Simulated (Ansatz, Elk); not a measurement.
## Bonding as seen by X-rays: Cd3Cu

Structure refinements treat a crystal as free atoms side by side. For a made-up structure of Cd3Cu (cell and positions from a PBE relaxation) the runs below show what the calculated density changes in F(hkl).

Main program and level: Elk 11.2.3 (patched build); DFT, PBE, all-electron APW+lo, Dirac cores, scalar-relativistic bands, static density, no spin.

The structure was built from a prototype and need not be the compound's stable phase.

### Step 1. The structure

The structure is cubic, space group Pm-3m (No. 221). Conventional cell: a = 4.262 Å, b = 4.262 Å, c = 4.262 Å, α = 90.00°, β = 90.00°, γ = 90.00°. Nearest to Cd lie 8 Cd at 3.01 Å and 4 Cu at 3.01 Å. Nearest to Cu lie 12 Cd at 3.01 Å. Farther neighbours are not listed.

### Step 2. Ground state and structure factors

An all-electron density is needed, since X-rays see the cores too. Task 0 finds the density and task 195 Fourier-transforms it; tshift is off so that phases refer to the origin typed.

elk.in

```
tasks
  0
  195

xctype
  20

spinpol
  .false.

rgkmax
  7.0

gmaxvr
  14.0

lmaxo
  7

lmaxapw
  8

swidth
  0.002

tshift
  .false.

hmaxvr
  5.5

maxscl
  120

epspot
  1e-06

sppath
  './'

avec
  8.05326487522 0.00000000000 -0.00000000000
  -0.00000000000 8.05326487522 0.00000000000
  -0.00000000000 0.00000000000 8.05326487522

atoms
  2
  'Cd.in'
  3
  0.5000000000 0.5000000000 -0.0000000000   0.000000 0.000000 0.000000
  0.5000000000 0.0000000000 0.5000000000   0.000000 0.000000 0.000000
  -0.0000000000 0.5000000000 0.5000000000   0.000000 0.000000 0.000000
  'Cu.in'
  1
  -0.0000000000 -0.0000000000 -0.0000000000   0.000000 0.000000 0.000000

ngridk
  5 5 5
```

Started as:

```console
> OMP_NUM_THREADS=4 elk
```

Numbers of over 12 decimals in the logs are rounded to 6 here.

What it wrote:

```text
┌─────────────────────────┐
│ Elk code version 11.2.3 │
└─────────────────────────┘

All units are atomic (Hartree, Bohr, etc.)

┌─────────────────────────────────────────────────┐
│ Ground-state run starting from atomic densities │
└─────────────────────────────────────────────────┘

Lattice vectors :
   8.053264875       0.000000000      -0.000000000
  -0.000000000       8.053264875       0.000000000
  -0.000000000       0.000000000       8.053264875

Reciprocal lattice vectors :
  0.7802034832       0.000000000       0.000000000
  -0.000000000      0.7802034832      -0.000000000
   0.000000000       0.000000000      0.7802034832

Unit cell volume      :    522.2950987
Brillouin zone volume :   0.4749234945

Muffin-tin inner radius fraction :   0.1000000000E-01

Nuclei treated as point charges

Species : 1 (Cd)
 parameters loaded from : Cd.in
 name : cadmium
 nuclear charge    :   -48.00000000
 electronic charge :    48.00000000
 atomic mass :    204912.7176
 muffin-tin radius :    2.600000000
 number of radial points in muffin-tin :   1193
 inner part over the whole radius :   0.9972693929E-02
 number on inner part of muffin-tin    :    850
 approximate nuclear radius :   0.8708852602E-04
 number of mesh points to nuclear radius :    426
 atomic positions (lattice), magnetic fields (Cartesian) :
  1 :   0.50000000  0.50000000  0.00000000    0.00000000  0.00000000  0.00000000
  2 :   0.50000000  0.00000000  0.50000000    0.00000000  0.00000000  0.00000000
  3 :   0.00000000  0.50000000  0.50000000    0.00000000  0.00000000  0.00000000

Species : 2 (Cu)
 parameters loaded from : Cu.in
 name : copper
 nuclear charge    :   -29.00000000
 electronic charge :    29.00000000
 atomic mass :    115837.2717
 muffin-tin radius :    2.400000000
 number of radial points in muffin-tin :    993
 inner part over the whole radius :   0.9893084826E-02
 number on inner part of muffin-tin    :    701
 approximate nuclear radius :   0.7406004541E-04
 number of mesh points to nuclear radius :    336
 atomic positions (lattice), magnetic fields (Cartesian) :
  1 :   0.00000000  0.00000000  0.00000000    0.00000000  0.00000000  0.00000000

Total number of atoms per unit cell :    4
Total muffin-tin volume :    278.7723657
 ratio of muffin-tin to unit cell volume :   0.5337449392

Spin treatment :
 spin-unpolarised

Number of Bravais lattice symmetries :   48
Number of crystal symmetries         :   48
Crystal has inversion symmetry
Real symmetric eigensolver will be used

k-point grid :      5     5     5
k-point offset :    0.000000000       0.000000000       0.000000000
k-point set is reduced with full crystal symmetry group
Total number of k-points :       10

Muffin-tin radius times maximum |G+k| :    7.000000000
 using average radius
Maximum |G+k| for APW functions       :    2.745098039
Maximum (1/2)|G+k|²                   :    3.767781622
Maximum |G| for potential and density :    14.00000000
Constant for pseudocharge density :    9
 order of it for each species :   16  16
 order of it for pair densities of each species (exact exchange by exxq0 0: 17) :   10   8
Radial integration step length :    1

G-vector grid sizes :     36    36    36
Number of G-vectors :    24111

Maximum angular momentum used for
 APW functions            :    8
 outer part of muffin-tin :    7
 inner part of muffin-tin :    2

Total nuclear charge    :   -173.0000000
Total core charge       :    102.0000000
Total valence charge    :    71.00000000
Total excess charge     :    0.000000000
Total electronic charge :    173.0000000

Effective Wigner radius, rₛ :   0.8965897012

Number of empty states         :     16
Total number of valence states :     52
Total number of core states    :    102

Third-order local-orbitals added for an l without core states : T
Total number of local-orbitals :     73

Exchange-correlation functional :     20     0     0
 Perdew-Burke-Ernzerhof, Phys. Rev. Lett. 77, 3865 (1996)
 gradient requirement :    1
[...]
correlation                 :     -9.129783
 electron entropic           :    -0.64771592426890E-03
 total energy                :     -18443.689993670

Density of states at Fermi energy :    49.02968729
 (states/Hartree/unit cell)

Estimated indirect band gap :   0.5611418291E-02
 from k-point 8 to k-point 2
Estimated direct band gap   :   0.5410586276E-01
 at k-point 2

Charges :
 core                        :    102.0000000
 valence                     :    71.00000000
 interstitial                :    5.455862651
 muffin-tins (core leakage)
  species : 1 (Cd)
   atom 1                    :    46.64449723     (  0.2525916090E-03)
   atom 2                    :    46.64449723     (  0.2525916090E-03)
[...]
species : 2 (Cu)
[...]
total in muffin-tins        :    167.5441373
 total calculated charge     :    172.9985950
 total charge                :    173.0000000
 error                       :   0.1405002002E-02

RMS change in Kohn-Sham potential (target) :   0.2164088953     (  0.1000000000E-05)
Absolute change in total energy (target)   :   0.1877744393     (  0.1000000000E-03)

[... loops 3 to 15 left out ...]

┌──────────────────┐
│ Loop number : 16 │
└──────────────────┘

Energies :
 Fermi                       :     0.214214
 sum of occupied eigenvalues :     -11027.922725523
 electron kinetic            :      19284.742288755
 core electron kinetic       :      18543.624416539
 Coulomb                     :     -37195.889224776
 Coulomb potential           :     -29619.020331203
 nuclear-nuclear             :     -2167.7894234640
 electron-nuclear            :     -40498.585462991
 Hartree                     :      5470.4856616786
 Madelung                    :     -22386.379059174
 xc potential                :     -693.64468307419
 exchange                    :     -522.77097068542
 correlation                 :     -9.135378
 electron entropic           :    -0.31343778262164E-03
 total energy                :     -18443.053597713

Density of states at Fermi energy :    19.07088021
 (states/Hartree/unit cell)

Estimated indirect band gap :   0.1784727166E-01
 from k-point 8 to k-point 2
Estimated direct band gap   :   0.6344004953E-01
 at k-point 5

Charges :
 core                        :    102.0000000
 valence                     :    71.00000000
 interstitial                :    5.022733347
 muffin-tins (core leakage)
  species : 1 (Cd)
[...]
species : 2 (Cu)
[...]
total in muffin-tins        :    167.9772667
 total calculated charge     :    172.9986684
 total charge                :    173.0000000
 error                       :   0.1331633715E-02

RMS change in Kohn-Sham potential (target) :   0.2202400188E-06 (  0.1000000000E-05)
Absolute change in total energy (target)   :   0.7993117833E-04 (  0.1000000000E-03)

Convergence targets achieved

┌──────────────────┐
│ Loop number : 17 │
└──────────────────┘

Energies :
 Fermi                       :     0.214214
 sum of occupied eigenvalues :     -11027.922708312
 electron kinetic            :      19284.742295138
 core electron kinetic       :      18543.624420278
 Coulomb                     :     -37195.889220381
 Coulomb potential           :     -29619.020331542
 nuclear-nuclear             :     -2167.7894234640
 electron-nuclear            :     -40498.585454498
 Hartree                     :      5470.4856575805
 Madelung                    :     -22386.379054610
 xc potential                :     -693.64467190737
 exchange                    :     -522.77097036306
 correlation                 :     -9.135378
 electron entropic           :    -0.31343775124795E-03
 total energy                :     -18443.053586586

Density of states at Fermi energy :    19.07087876
 (states/Hartree/unit cell)

Estimated indirect band gap :   0.1784728142E-01
 from k-point 8 to k-point 2
Estimated direct band gap   :   0.6344004419E-01
 at k-point 5

Charges :
 core                        :    102.0000000
 valence                     :    71.00000000
 interstitial                :    5.022732894
 muffin-tins (core leakage)
  species : 1 (Cd)
[...]
atom 2                    :    46.66052712     (  0.2409634633E-03)
   atom 3                    :    46.66052712     (  0.2409634633E-03)
  species : 2 (Cu)
   atom 1                    :    27.99568573     (  0.1561491217E-03)
 total in muffin-tins        :    167.9772671
 total calculated charge     :    172.9986684
 total charge                :    173.0000000
 error                       :   0.1331633610E-02

┌──────────────────────────────┐
│ Self-consistent loop stopped │
└──────────────────────────────┘

Warning : core states of species 1 leak from the muffin-tin :   0.2409634633E-03

Warning : core states of species 2 leak from the muffin-tin :   0.1561491217E-03

Wrote STATE.OUT
```

The job ended after 14 s (4 threads of Arm Neoverse V2, shared host; peak memory 0.18 GiB; 33 s of CPU time).

SFACRHO.OUT:

```text

h k l indices transformed by vhmat matrix:
   1.000000000       0.000000000       0.000000000    
   0.000000000       1.000000000       0.000000000    
   0.000000000       0.000000000       1.000000000    

      h      k      l  multipl.   |H|            Re(F)            Im(F)           |F|

      0      0      0      1   0.0000000       173.00000      0.41601095E-17   173.00000    
      0      1      0      6  0.78020348      -17.345215      0.48095258E-13   17.345215    
      0     -1      1     12   1.1033743      -16.290035      0.85276128E-14   16.290035    
      1     -1     -1      8   1.3513521       138.88762      0.43560653E-13   138.88762    
     -2      0      0      6   1.5604070       132.22255      0.83527237E-13   132.22255    
     -1      0     -2     24   1.7445880      -14.264380     -0.55685437E-13   14.264380    
     -2      1      1     24   1.9111004      -13.791681     -0.61964053E-13   13.791681    
     -2      2      0     12   2.2067487       113.45018     -0.13466841E-13   113.45018    
     -2     -1      2     24   2.3406104      -12.700810     -0.49034310E-13   12.700810    
      3      0      0      6   2.3406104      -12.694478      0.22534484E-13   12.694478    
     -3      0     -1     24   2.4672200      -12.423625     -0.13274280E-13   12.423625    
     -3     -1      1     24   2.5876422       103.70709      0.27367921E-13   103.70709    
      2      2      2      8   2.7027041       101.00272     -0.19206195E-12   101.00272    
      0     -2     -3     24   2.8130637      -11.778414      0.43416537E-14   11.778414    
     -2      3      1     48   2.9192541      -11.615745     -0.37094927E-13   11.615745    
      0      0      4      6   3.1208139       92.062271     -0.11733322E-12   92.062271    
      0      4     -1     24   3.2168614      -11.216766     -0.17451965E-13   11.216766    
      3      2      2     24   3.2168614      -11.218389     -0.26453058E-13   11.218389
```

Elk indexes on the primitive cell of elk.in and gives |H| = 4π sin θ/λ in inverse bohr. Below, one row stands for each form hkl of the conventional cell (m members, Friedel mates merged), F is for one primitive cell and the density is static (no thermal factor). Free-atom factors are Waasmaier and Kirfel's, and R is Σm||F|−|F'||/Σm|F|.

| hkl | m | sin θ/λ (Å⁻¹) | abs F, DFT | neutral atoms | diff. |
| --- | --- | --- | --- | --- | --- |
| 100 | 6 | 0.117 | 17.345 | 17.323 | +0.023 |
| 110 | 12 | 0.166 | 16.290 | 16.186 | +0.104 |
| 111 | 8 | 0.203 | 138.888 | 139.638 | -0.750 |
| 200 | 6 | 0.235 | 132.223 | 132.926 | -0.703 |
| 210 | 24 | 0.262 | 14.264 | 14.062 | +0.202 |
| 211 | 24 | 0.287 | 13.792 | 13.595 | +0.197 |
| 220 | 12 | 0.332 | 113.450 | 113.596 | -0.146 |
| 221 | 24 | 0.352 | 12.701 | 12.574 | +0.127 |
| 300 | 6 | 0.352 | 12.694 | 12.574 | +0.121 |
| 310 | 24 | 0.371 | 12.424 | 12.319 | +0.105 |
| 311 | 24 | 0.389 | 103.707 | 103.668 | +0.039 |
| 222 | 8 | 0.406 | 101.003 | 100.914 | +0.089 |
| 320 | 24 | 0.423 | 11.778 | 11.718 | +0.061 |
| 321 | 48 | 0.439 | 11.616 | 11.560 | +0.056 |
| 400 | 6 | 0.469 | 92.062 | 91.889 | +0.173 |
| 410 | 24 | 0.484 | 11.217 | 11.179 | +0.038 |
| 322 | 24 | 0.484 | 11.218 | 11.179 | +0.040 |
| 330 | 12 | 0.498 | 11.115 | 11.077 | +0.038 |
| 411 | 24 | 0.498 | 11.106 | 11.077 | +0.028 |
| 331 | 24 | 0.511 | 86.856 | 86.685 | +0.170 |
| 420 | 24 | 0.525 | 85.352 | 85.176 | +0.176 |
| 421 | 48 | 0.538 | 10.853 | 10.830 | +0.024 |

### Step 3. Results

```json
{
  "R against neutral atoms, sin θ/λ < 0.3 Å⁻¹": "0.74 %",
  "R against neutral atoms, 0.3 to 0.82 Å⁻¹": "0.26 %"
}
```

**Reading.** Independent neutral atoms miss the calculated amplitudes by R = 0.74 % below 0.3 Å⁻¹ and 0.26 % from there to 0.82 Å⁻¹; by shells, 0.13 % below 0.15 Å⁻¹ (1 form), 0.76 % 0.15 to 0.3 (5 forms), 0.22 % 0.3 to 0.45 (8 forms), 0.26 % above 0.45 (43 forms). Bonding, aspherical density and the tables' own atoms all enter these figures, and the runs don't part them. The largest change of an amplitude is -0.75 electrons, at 111. The basis has no finished test. The k-mesh has no finished test. These runs have no spin, though d or f shells may be open. Part of the difference isn't bonding: the tables are fits to free atoms and ions calculated by other methods than this functional. Thermal motion, anomalous dispersion and extinction are left out.

[Logs are printed without paths, hosts, clocks, repeated set-up lines and the standing remarks that a program may print on its own settings, such as how far it seeks lower states.]

[Hosts, paths, dates, database ids (printed as entryN), source tags and the programs' standing remarks are cut or masked in the printed files.]
